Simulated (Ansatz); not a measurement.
# How fast states decay through Ca2ZrS4, part 2 of 3

Wanted: the relaxed cell of Ca2ZrS4, its band edges and its decay constants. It is built by putting Zr for Sn in the Ca2SnS4 structure of space group Cmmm, with the volume rescaled by atomic radii. The parent structure comes from the Materials Project.

Ansatz 0.2.0; PBE DFT, plane waves, PAW files (the session's first sound run).

So far. Step 2 (Relaxing the new crystal): The largest force component on a free atom ends at 0.0026 eV/Å.

The structure was built from a prototype and need not be the compound's stable phase.

### 3. The bulk crystal and its band edges

The energy window and the wavevectors of the next steps follow from the band edges, so these are searched first, off the mesh as well.

Input file input.yaml:

```yaml
crystal:
  lattice:
    - [4.0803757725, -5.6187518947, 0.0]
    - [4.0803757725, 5.6187518947, 0.0]
    - [0.0, 0.0, 3.8575591869]
  atoms:
    - { symbol: Ca, position: [0.5, 0.0, 0.5] }
    - { symbol: Ca, position: [0.0, 0.5, 0.5] }
    - { symbol: Zr, position: [0.0, 0.0, 0.0] }
    - { symbol: S, position: [0.230130639, 0.769869361, 0.0] }
    - { symbol: S, position: [0.769869361, 0.230130639, 0.0] }
    - { symbol: S, position: [0.2152254179, 0.2152254179, 0.5] }
    - { symbol: S, position: [0.7847745821, 0.7847745821, 0.5] }
kpoints:
  mp_grid: { grid: [4, 4, 6] }
  band_path: { path: [VBM, CBM], npoints: 30 }
scf:
  occupations: { method: fixed }
hamiltonian:
  xc: pbe
output:
  eigenvalues: true
  write_potential: true
  write_density: true
  volumetric_format: npy
  elf: true
```

Started as:

```sh
$ ansatz run input.yaml --threads 2 --pin off --max-ram 4096MiB --backend cpu --events-out ev --progress --plain --runs-dir out
```

Numbers of over 12 decimals in the logs are rounded to 6 here.

Output:

```text
[...]
Crystal: 7 atoms, lattice volume = 176.882 Å³
Basis set: ecut = 420 eV, 3483 PW (Γ)
Bands: 35, of which v1, the nominal top of the filled ones, is band 28 counted from 1 (27 counted from 0)
Symmetry: 8 space group operations
[...]
k-points: 28 of 96
[...]
SCF iter   1: F=—  HF=-11439.202801 eV  |F-HF|=—  |Δ(HF+E_count)|=         —  Δρ=9.57e-4  dr2=2.22e-3  ethr=1.77e-3  ⟨swp⟩=5.1  Hψ=3937  notcnv=0  defer=125
[...]
SCF iter   7: F=-11439.202256 eV  HF=-11439.202256 eV  |F-HF|=1.15e-8  |Δ(HF+E_count)|=   7.11e-8  Δρ=2.03e-6  dr2=1.30e-8  ethr=1.79e-10  ⟨swp⟩=3.8  Hψ=2447  notcnv=0
SCF 1 converged in 7 iterations: F = -11439.202256 eV  dr2 = 1.30e-8
[...]
NSCF: frozen V_eff on 52 k-points
[...]
SCF converged after 7 iterations
Free energy (F): -11439.202256 eV
[...]
Internal energy: -11439.202256 eV  (E = F + TS)
E sigma→0 (E₀):  -11439.202256 eV
Fermi energy:    5.280283 eV
[...]
--- Band table (eV; the first three rows and the last of 28) ---
  k-point 0: bands = [... 24 lower, 4.3658, 5.1442, 5.1775, 5.2803, 6.8295, 7.8016, 8.0274, 8.4951, ... 3 higher]
  k-point 1: bands = [... 24 lower, 4.0534, 4.4120, 5.0316, 5.1496, 7.4790, 7.8915, 7.9037, 8.9967, ... 3 higher]
  k-point 2: bands = [... 24 lower, 3.7945, 3.8899, 4.6228, 4.6462, 7.6600, 8.1212, 8.1973, 9.7433, ... 3 higher]
  k-point 27: bands = [... 24 lower, 4.2862, 4.3307, 4.3521, 4.3844, 6.8597, 7.2984, 8.4159, 10.1892, ... 3 higher]
```

Run time: 25 s. Hardware: 2 threads of Arm Neoverse V2, shared host; peak memory 0.49 GiB.

Numbers from this step:

- free energy: -11439.2023 eV
- Fermi energy: 5.280 eV
- gap on the k-mesh: 1.549 eV
- gap on path: 1.549 eV, by band count; negative where bands overlap
- direct gap on path: 1.549 eV
- edge places on path: 0, 0 1/A along the path

Levels at VBM (eV): -3.61, -3.38, -2.46, -2.29, -2.19, -1.41, -1.33, -1.07, -0.91, -0.14, -0.10, 0.00, 1.55, 2.52, 2.75, 3.21, 4.64, 4.88, 5.04.

Electrostatic potential energy in the ab plane of the conventional cell at fractional z = 0.500, with atoms of Ca and S within 0.2 Å of it. With pseudopotentials it is smooth inside the atoms' cores, unlike the true potential.

Ten even steps from '0' (-51 eV) to '9' (11 eV), each cell a mean:
```
99843337999999985333699
99986679999999998667899
99999999999999999999999
99998888999999988888999
99985335899999864347899
99862002689999740004899
99862003789999851015899
99987557899999876567899
99998888999999998889999
99999888999999998899999
99998544799999854479999
99996343489999634348999
99997333489999633358999
99999766899999876689999
99999999999999999999999
99998888999999988888999
99975335899999864347899
99862002689999740004899
99872003789999851015899
99987557899999876567899
99998889999999998889999
99998899999999999889999
99964468999999997445899
99843436999999984343699
```
Columns run along a (8.2 Å; values clipped at the 3rd and 97th percentile), rows up along b (11.2 Å), edges of the conventional cell, whose origin can differ from the input's. Atoms in or near the plane, at fractional coordinates: Ca at (0.25, 0.75), Ca at (0.75, 0.25), Ca at (0.25, 0.25), Ca at (0.75, 0.75), S at (0.22, 0.00), S at (0.72, 0.50), S at (0.28, 0.50), S at (0.78, 0.00).

Valence density in the ab plane of the conventional cell at fractional z = 0.500, with atoms of Ca and S within 0.2 Å of it. It is the smooth field of the valence electrons, not physical close to the nuclei.

Values in e/Å³, 13 rows by 16 columns, each cell a mean:
```
0.1 0.3 0.8 0.8 0.9 0.4 0.1 0.0 0.0 0.0 0.2 0.8 0.9 0.9 0.5 0.2
0.1 0.1 0.2 0.3 0.2 0.1 0.0 0.0 0.0 0.0 0.1 0.2 0.3 0.2 0.1 0.1
0.1 0.1 0.5 2.4 2.9 0.9 0.1 0.0 0.0 0.1 0.5 2.4 2.9 0.9 0.1 0.1
0.0 0.1 0.8 3.8 4.6 1.5 0.1 0.1 0.1 0.1 0.8 3.8 4.6 1.5 0.1 0.1
0.0 0.0 0.1 0.3 0.4 0.2 0.1 0.0 0.0 0.1 0.1 0.3 0.4 0.1 0.0 0.0
0.0 0.0 0.2 0.6 0.8 0.7 0.3 0.1 0.1 0.2 0.6 0.8 0.7 0.3 0.1 0.0
0.0 0.1 0.3 1.0 0.6 0.9 0.7 0.2 0.2 0.5 1.0 0.6 1.0 0.5 0.1 0.0
0.0 0.0 0.1 0.4 0.7 0.5 0.2 0.1 0.1 0.2 0.4 0.6 0.5 0.2 0.0 0.0
0.0 0.0 0.1 0.5 0.7 0.2 0.1 0.0 0.0 0.1 0.2 0.6 0.7 0.2 0.0 0.0
0.1 0.1 0.9 4.4 5.3 1.7 0.2 0.1 0.1 0.1 0.9 4.4 5.3 1.7 0.2 0.1
0.1 0.1 0.3 1.5 1.9 0.6 0.1 0.0 0.0 0.0 0.3 1.5 1.9 0.6 0.1 0.1
0.1 0.1 0.2 0.4 0.3 0.1 0.0 0.0 0.0 0.0 0.1 0.2 0.4 0.3 0.1 0.1
0.1 0.4 0.9 0.7 1.0 0.5 0.1 0.0 0.0 0.1 0.3 0.9 0.8 0.9 0.6 0.2
```
Columns run along a (8.2 Å), rows up along b (11.2 Å), edges of the conventional cell, whose origin can differ from the input's. Atoms in or near the plane, at fractional coordinates: Ca at (0.25, 0.75), Ca at (0.75, 0.25), Ca at (0.25, 0.25), Ca at (0.75, 0.75), S at (0.22, 0.00), S at (0.72, 0.50), S at (0.28, 0.50), S at (0.78, 0.00).

ELF in the ab plane of the conventional cell at fractional z = 0.500, with atoms of Ca and S within 0.2 Å of it. It is the smooth field of the valence electrons, not physical close to the nuclei.

Values, 13 rows by 16 columns, each cell a mean:
```
0.24 0.66 0.74 0.57 0.79 0.84 0.55 0.08 0.03 0.37 0.79 0.85 0.60 0.68 0.74 0.36
0.07 0.19 0.36 0.44 0.42 0.30 0.11 0.02 0.02 0.06 0.24 0.39 0.45 0.40 0.25 0.09
0.06 0.04 0.33 0.70 0.74 0.53 0.07 0.04 0.05 0.03 0.36 0.72 0.73 0.49 0.07 0.05
0.06 0.05 0.51 0.82 0.82 0.67 0.11 0.06 0.07 0.05 0.48 0.82 0.82 0.69 0.11 0.05
0.02 0.02 0.12 0.31 0.36 0.23 0.11 0.05 0.05 0.08 0.18 0.33 0.35 0.18 0.04 0.02
0.02 0.27 0.69 0.83 0.77 0.75 0.65 0.28 0.18 0.55 0.75 0.75 0.83 0.77 0.43 0.05
0.03 0.45 0.83 0.81 0.29 0.50 0.78 0.43 0.29 0.73 0.67 0.24 0.67 0.87 0.63 0.10
0.02 0.20 0.58 0.75 0.76 0.72 0.55 0.22 0.14 0.45 0.69 0.75 0.77 0.66 0.33 0.04
0.03 0.02 0.13 0.38 0.42 0.23 0.06 0.05 0.05 0.05 0.15 0.38 0.42 0.22 0.03 0.02
0.07 0.05 0.55 0.83 0.82 0.72 0.13 0.06 0.07 0.05 0.54 0.83 0.82 0.73 0.13 0.06
0.05 0.04 0.23 0.57 0.63 0.40 0.05 0.04 0.04 0.03 0.26 0.59 0.62 0.37 0.05 0.05
0.09 0.28 0.50 0.57 0.55 0.43 0.18 0.02 0.01 0.10 0.37 0.53 0.57 0.53 0.36 0.13
0.27 0.70 0.71 0.42 0.73 0.86 0.60 0.09 0.03 0.42 0.82 0.83 0.46 0.59 0.77 0.40
```
Columns run along a (8.2 Å), rows up along b (11.2 Å), edges of the conventional cell, whose origin can differ from the input's. Atoms in or near the plane, at fractional coordinates: Ca at (0.25, 0.75), Ca at (0.75, 0.25), Ca at (0.25, 0.25), Ca at (0.75, 0.75), S at (0.22, 0.00), S at (0.72, 0.50), S at (0.28, 0.50), S at (0.78, 0.00).

The searched edges give 1.55 eV, as on the mesh.

### 4. Decaying states in the gap

This step: PBE DFT, plane waves, PAW files; complex bands by layer matching along the plane's normal (Ansatz 0.2.0).

The same crystal is laid in a cell whose first two vectors span the (010) plane (indices of the standard conventional cell, whose axes can be ordered otherwise than in the bulk input). At fixed energy and wavevector in the plane the solver finds all kz, real and complex. A few wavevectors are listed, (0, 0) and (0.5, 0) in units of the plane's reciprocal vectors; the slowest state needn't be among them.

Input file input.yaml:

```yaml
crystal:
  lattice:
    - [3.857559187, 0.0, 0.0]
    - [0.0, 8.160751545, 0.0]
    - [0.0, 4.080375772, 5.618751895]
  atoms:
    - { symbol: Ca, position: [0.5, 0.5, 0.5] }
    - { symbol: Ca, position: [0.5, 0.0, 0.5] }
    - { symbol: Zr, position: [0.0, 0.0, 0.0] }
    - { symbol: S, position: [0.0, 0.230130639, 0.539738722] }
    - { symbol: S, position: [0.0, 0.769869361, 0.460261278] }
    - { symbol: S, position: [0.5, 0.2152254179, 0.0] }
    - { symbol: S, position: [0.5, 0.7847745821, 0.0] }
kpoints:
  mp_grid: { grid: [6, 4, 4] }
scf:
  occupations: { method: fixed }
hamiltonian:
  xc: pbe
output:
  eigenvalues: true
  transmission:
    leads: [[0, 0]]
    kpoints: [[0.0, 0.0], [0.5, 0.0]]
    e_range: [-1.0, 2.55]
    de: 0.09
```

Output:

```text
[...]
Crystal: 7 atoms, lattice volume = 176.882 Å³
Basis set: ecut = 420 eV, 3483 PW (Γ)
Bands: 35, of which v1, the nominal top of the filled ones, is band 28 counted from 1 (27 counted from 0)
Symmetry: 8 space group operations
[...]
k-points: 28 of 96
[...]
SCF iter   1: F=—  HF=-11439.202703 eV  |F-HF|=—  |Δ(HF+E_count)|=         —  Δρ=9.56e-4  dr2=2.22e-3  ethr=1.77e-3  ⟨swp⟩=5.1  Hψ=3938  notcnv=0  defer=124
[...]
SCF iter   7: F=-11439.202204 eV  HF=-11439.202204 eV  |F-HF|=1.16e-8  |Δ(HF+E_count)|=   7.14e-8  Δρ=1.99e-6  dr2=1.24e-8  ethr=1.79e-10  ⟨swp⟩=3.8  Hψ=2443  notcnv=0
SCF 1 converged in 7 iterations: F = -11439.202204 eV  dr2 = 1.24e-8
[...]
transmission: 9 of 18 steps passed
transmission: 18 of 18 steps passed
SCF converged after 7 iterations
Free energy (F): -11439.202204 eV
[...]
Internal energy: -11439.202204 eV  (E = F + TS)
E sigma→0 (E₀):  -11439.202204 eV
Fermi energy:    5.280278 eV
[...]
--- Band table (eV; the first three rows and the last of 28) ---
  k-point 0: bands = [... 24 lower, 4.3657, 5.1442, 5.1775, 5.2803, 6.8295, 7.8016, 8.0274, 8.4951, ... 3 higher]
  k-point 1: bands = [... 24 lower, 4.4996, 4.6258, 4.9909, 5.0775, 6.9426, 7.9622, 8.3173, 8.3312, ... 3 higher]
  k-point 2: bands = [... 24 lower, 4.4412, 4.7861, 4.8013, 4.8410, 7.0572, 8.1067, 8.1621, 8.6018, ... 3 higher]
  k-point 27: bands = [... 24 lower, 4.1136, 4.1354, 4.1418, 4.1805, 7.2498, 7.8187, 8.3993, 9.8746, ... 3 higher]
--- Transmission ---
  basis      : 275 plane waves across, 9 finite elements along
  points     : 2, as listed
  energies   : 40 from -1.000000 to 2.510000 eV about the Fermi level, 0.090000 eV apart; the leads are filled to 0.774629 eV, and channels, transmission and decay are at 0.800000 eV
  crystal 0  : Zr1S4Ca2, at the sites [0, 0], period 5.6188 Å: whole cells are its period
    offset         : up to 0.0000 Å between an atom of the period and one for which it stands
    channels       : 0.000000e0 a spin
    conductance    : none, the energies end too early or step too widely for 300 K: set another output.transmission.e_range or a lower de, or, where they end at an eighth of basis.ecutwfc, a higher one
    slowest decay  : 0.2429 /Å at (0.0000, 0.0000)
```

Wall time 57 s (2 threads); peak memory 0.81 GiB; 93 s of CPU time.

Numbers from this step:

| Item | Value |
| --- | --- |
| free energy | -11439.2022 eV |
| level to which the leads are filled | 0.7746 eV from the Fermi level |
| decay constant at the filling level, zone centre | 0.2429 Å⁻¹ |
| decay constant at the filling level, slowest listed point | 0.2429 Å⁻¹ |

K parallel (0, 0); values up to 1.5 1/Å, a degenerate pair printed once or twice; energies at which all values exceed this have no row. Im kz of the slowest decaying states against energy, zero at the highest filled level on the SCF mesh:

```csv
energy (eV),decay 1 (Å⁻¹),decay 2 (Å⁻¹),decay 3 (Å⁻¹),decay 4 (Å⁻¹)
-1.00,0.383,0.488,0.693,0.745
-0.82,0.0950,0.510,0.576,0.646
-0.64,0.167,0.477,0.528,0.683
-0.46,0.0664,0.327,0.542,0.658
-0.28,0.310,0.552,0.637,0.803
-0.10,0.0170,0.111,0.345,0.558
-0.01,0.0955,0.193,0.361,0.559
0.08,0.131,0.154,0.238,0.376
0.26,0.177,0.260,0.291,0.400
0.44,0.207,0.317,0.321,0.419
0.62,0.228,0.340,0.353,0.434
0.80,0.243,0.351,0.377,0.447
0.89,0.248,0.355,0.386,0.452
1.07,0.254,0.358,0.397,0.462
1.25,0.250,0.358,0.401,0.441
1.43,0.207,0.353,0.377,0.398
1.61,0.333,0.344,0.389,0.483
1.79,0.0805,0.318,0.332,0.372
1.97,0.256,0.312,0.313,0.346
2.15,0.289,0.299,0.306,0.309
2.33,0.239,0.254,0.304,0.305
2.51,0.0644,0.203,0.283,0.300
```

K parallel (0.5, 0); values up to 1.5 1/Å, a degenerate pair printed once or twice; energies at which all values exceed this have no row. Im kz of the slowest decaying states against energy, zero at the highest filled level on the SCF mesh:

```csv
energy (eV),decay 1 (Å⁻¹),decay 2 (Å⁻¹),decay 3 (Å⁻¹),decay 4 (Å⁻¹)
-1.00,0.0747,0.453,0.563,0.678
-0.82,0.155,0.156,0.161,0.174
-0.64,0.211,0.227,0.233,0.327
-0.46,0.248,0.265,0.274,0.377
-0.28,0.276,0.290,0.298,0.405
-0.10,0.297,0.306,0.312,0.425
-0.01,0.306,0.312,0.316,0.433
0.08,0.314,0.316,0.319,0.440
0.26,0.319,0.321,0.327,0.451
0.44,0.315,0.322,0.338,0.460
0.62,0.304,0.319,0.347,0.466
0.80,0.288,0.311,0.354,0.471
0.89,0.277,0.306,0.357,0.473
1.07,0.250,0.292,0.361,0.475
1.25,0.211,0.273,0.365,0.477
1.43,0.149,0.248,0.367,0.477
1.61,0.215,0.368,0.476,0.526
1.79,0.166,0.368,0.474,0.522
1.97,0.0793,0.367,0.470,0.517
2.15,0.365,0.466,0.511,0.529
2.33,0.0720,0.362,0.461,0.504
2.51,0.188,0.359,0.455,0.495
```

At the listed wavevectors the last open channel is at -0.01 eV and the next at +1.61 eV on the grid. At +0.80 eV, the grid energy nearest the filling level (the middle of the gap on the SCF mesh), the slowest state at the listed wavevectors decays with κ = 0.243 Å⁻¹, its amplitude falling by e over 4.1 Å. Through 1 nm of this crystal that state's transmission falls by exp(−2 × 0.243 Å⁻¹ × 10 Å) = 0.0078.

### 5. Decay over the two-dimensional zone

The listed points could miss the slowest state, so one energy near mid-gap is solved on a mesh of 12×8.

input.yaml, as its differences from that of step 4:

```diff
@@ -21,6 +21,2 @@
   eigenvalues: true
-  transmission:
-    leads: [[0, 0]]
-    kpoints: [[0.0, 0.0], [0.5, 0.0]]
-    e_range: [-1.0, 2.55]
-    de: 0.09
+  transmission: { leads: [[0, 0]], kmesh: [12, 8], e_range: [0.77, 0.78], de: 0.05 }
```

Output:

```text
[...]
Crystal: 7 atoms, lattice volume = 176.882 Å³
Basis set: ecut = 420 eV, 3483 PW (Γ)
Bands: 35, of which v1, the nominal top of the filled ones, is band 28 counted from 1 (27 counted from 0)
Symmetry: 8 space group operations
[...]
k-points: 28 of 96
[...]
SCF iter   1: F=—  HF=-11439.202703 eV  |F-HF|=—  |Δ(HF+E_count)|=         —  Δρ=9.56e-4  dr2=2.22e-3  ethr=1.77e-3  ⟨swp⟩=5.1  Hψ=3938  notcnv=0  defer=124
[...]
SCF iter   7: F=-11439.202204 eV  HF=-11439.202204 eV  |F-HF|=1.16e-8  |Δ(HF+E_count)|=   7.14e-8  Δρ=1.99e-6  dr2=1.24e-8  ethr=1.79e-10  ⟨swp⟩=3.8  Hψ=2443  notcnv=0
SCF 1 converged in 7 iterations: F = -11439.202204 eV  dr2 = 1.24e-8
[...]
transmission: 36 of 315 steps passed
transmission: 72 of 315 steps passed
[...]
transmission: 315 of 315 steps passed
SCF converged after 7 iterations
Free energy (F): -11439.202204 eV
[...]
Internal energy: -11439.202204 eV  (E = F + TS)
E sigma→0 (E₀):  -11439.202204 eV
Fermi energy:    5.280278 eV
[...]
--- Band table (eV; the first three rows and the last of 28) ---
  k-point 0: bands = [... 24 lower, 4.3657, 5.1442, 5.1775, 5.2803, 6.8295, 7.8016, 8.0274, 8.4951, ... 3 higher]
  k-point 1: bands = [... 24 lower, 4.4996, 4.6258, 4.9909, 5.0775, 6.9426, 7.9622, 8.3173, 8.3312, ... 3 higher]
  k-point 2: bands = [... 24 lower, 4.4412, 4.7861, 4.8013, 4.8410, 7.0572, 8.1067, 8.1621, 8.6018, ... 3 higher]
  k-point 27: bands = [... 24 lower, 4.1136, 4.1354, 4.1418, 4.1805, 7.2498, 7.8187, 8.3993, 9.8746, ... 3 higher]
--- Transmission ---
  basis      : 275 plane waves across, 9 finite elements along
  points     : 35, standing for a mesh of 12 x 8
  energies   : 1 from 0.770000 to 0.770000 eV about the Fermi level; the leads are filled to 0.774629 eV, and channels, transmission and decay are at 0.770000 eV
  crystal 0  : Zr1S4Ca2, at the sites [0, 0], period 5.6188 Å: whole cells are its period
[...]
channels       : 0.000000e0 a spin
    conductance    : none, crystal 0 has no channel at the energies, or these end too early or step too widely for 300 K: set another output.transmission.e_range or a lower de, or, where they end at an eighth of basis.ecutwfc, a higher one
    slowest decay  : 0.2408 /Å at (0.0000, 0.0000)
```

Elapsed: 98 s, on 2 threads; peak memory 0.88 GiB; 3.2 min of CPU time.

This step gave:

```
least decay constant on the mesh : 0.2408 Å⁻¹
```

Slowest decay constant (1/Å; 0 where a channel is open) over k1 and k2. At 0.7700 eV from the Fermi level.

Values, 8 rows by 12 columns:
```
0.391 0.376 0.322 0.362 0.354 0.358 0.307 0.358 0.354 0.362 0.322 0.376
0.356 0.319 0.337 0.382 0.361 0.335 0.301 0.335 0.361 0.382 0.337 0.319
0.315 0.311 0.374 0.436 0.379 0.326 0.297 0.326 0.379 0.436 0.374 0.311
0.291 0.338 0.390 0.443 0.395 0.301 0.241 0.301 0.395 0.443 0.390 0.338
0.315 0.311 0.374 0.436 0.379 0.326 0.297 0.326 0.379 0.436 0.374 0.311
0.356 0.319 0.337 0.382 0.361 0.335 0.301 0.335 0.361 0.382 0.337 0.319
0.391 0.376 0.322 0.362 0.354 0.358 0.307 0.358 0.354 0.362 0.322 0.376
0.437 0.409 0.373 0.357 0.361 0.418 0.311 0.418 0.361 0.357 0.373 0.409
```
Columns: k1 (b1) from -0.5 to 0.417; rows upwards: k2 (b2) from -0.5 to 0.375.

The least value on the mesh is 0.241 Å⁻¹ at +0.77 eV. At that energy the listed points give about 0.241 Å⁻¹ by interpolation, so the mesh holds no clearly slower state.

### 6. Band edges at another level

This step: PBEsol DFT, plane waves, PAW files (Ansatz 0.2.0).

The edges again with PBEsol, at the same atoms.

Input file input.yaml:

```yaml
crystal:
  lattice:
    - [4.0803757725, -5.6187518947, 0.0]
    - [4.0803757725, 5.6187518947, 0.0]
    - [0.0, 0.0, 3.8575591869]
  atoms:
    - { symbol: Ca, position: [0.5, 0.0, 0.5] }
    - { symbol: Ca, position: [0.0, 0.5, 0.5] }
    - { symbol: Zr, position: [0.0, 0.0, 0.0] }
    - { symbol: S, position: [0.230130639, 0.769869361, 0.0] }
    - { symbol: S, position: [0.769869361, 0.230130639, 0.0] }
    - { symbol: S, position: [0.2152254179, 0.2152254179, 0.5] }
    - { symbol: S, position: [0.7847745821, 0.7847745821, 0.5] }
kpoints:
  mp_grid: { grid: [4, 4, 6] }
  band_path: { path: [VBM, CBM], npoints: 30 }
scf:
  occupations: { method: fixed }
hamiltonian:
  xc: pbesol
output:
  eigenvalues: true
```

Output:

```text
[...]
Crystal: 7 atoms, lattice volume = 176.882 Å³
Basis set: ecut = 420 eV, 3483 PW (Γ)
Bands: 35, of which v1, the nominal top of the filled ones, is band 28 counted from 1 (27 counted from 0)
Symmetry: 8 space group operations
[...]
k-points: 28 of 96
[...]
SCF iter   1: F=—  HF=-11269.185470 eV  |F-HF|=—  |Δ(HF+E_count)|=         —  Δρ=4.33e-3  dr2=6.48e-2  ethr=1.77e-3  ⟨swp⟩=5.1  Hψ=3936  notcnv=0  defer=123
[...]
SCF iter   7: F=-11269.169985 eV  HF=-11269.169985 eV  |F-HF|=1.29e-7  |Δ(HF+E_count)|=   1.22e-6  Δρ=3.07e-6  dr2=6.89e-8  ethr=1.79e-10  ⟨swp⟩=15.9  Hψ=5107  notcnv=0
SCF 1 converged in 7 iterations: F = -11269.169985 eV  dr2 = 6.89e-8
[...]
SCF converged after 7 iterations
Free energy (F): -11269.169985 eV
[...]
Internal energy: -11269.169985 eV  (E = F + TS)
E sigma→0 (E₀):  -11269.169985 eV
Fermi energy:    5.209770 eV
[...]
--- Band table (eV; the first three rows and the last of 28) ---
  k-point 0: bands = [... 24 lower, 4.2815, 5.0679, 5.1038, 5.2098, 6.6789, 7.6742, 7.8975, 8.3253, ... 3 higher]
  k-point 1: bands = [... 24 lower, 3.9640, 4.3149, 4.9540, 5.0756, 7.3440, 7.7655, 7.7734, 8.8265, ... 3 higher]
  k-point 2: bands = [... 24 lower, 3.7045, 3.7956, 4.5340, 4.5639, 7.5295, 8.0003, 8.0701, 9.6043, ... 3 higher]
  k-point 27: bands = [... 24 lower, 4.2010, 4.2448, 4.2667, 4.2973, 6.7060, 7.1431, 8.2961, 10.0557, ... 3 higher]
```

It took 24 s on 2 threads; peak memory 0.47 GiB.

Numbers from this step:

```yaml
free_energy: -11269.1700 eV
fermi_energy: 5.210 eV
gap_on_the_k_mesh: 1.469 eV
gap_on_path: 1.469 eV, by band count; negative where bands overlap
direct_gap_on_path: 1.469 eV
```

(Continued in part 3 of 3.)

[Logs are printed without paths, hosts, clocks, repeated set-up lines and the standing remarks that a program may print on its own settings, such as how far it seeks lower states.]

[Hosts, paths, dates, database ids (printed as entryN), source tags and the programs' standing remarks are cut or masked in the printed files.]
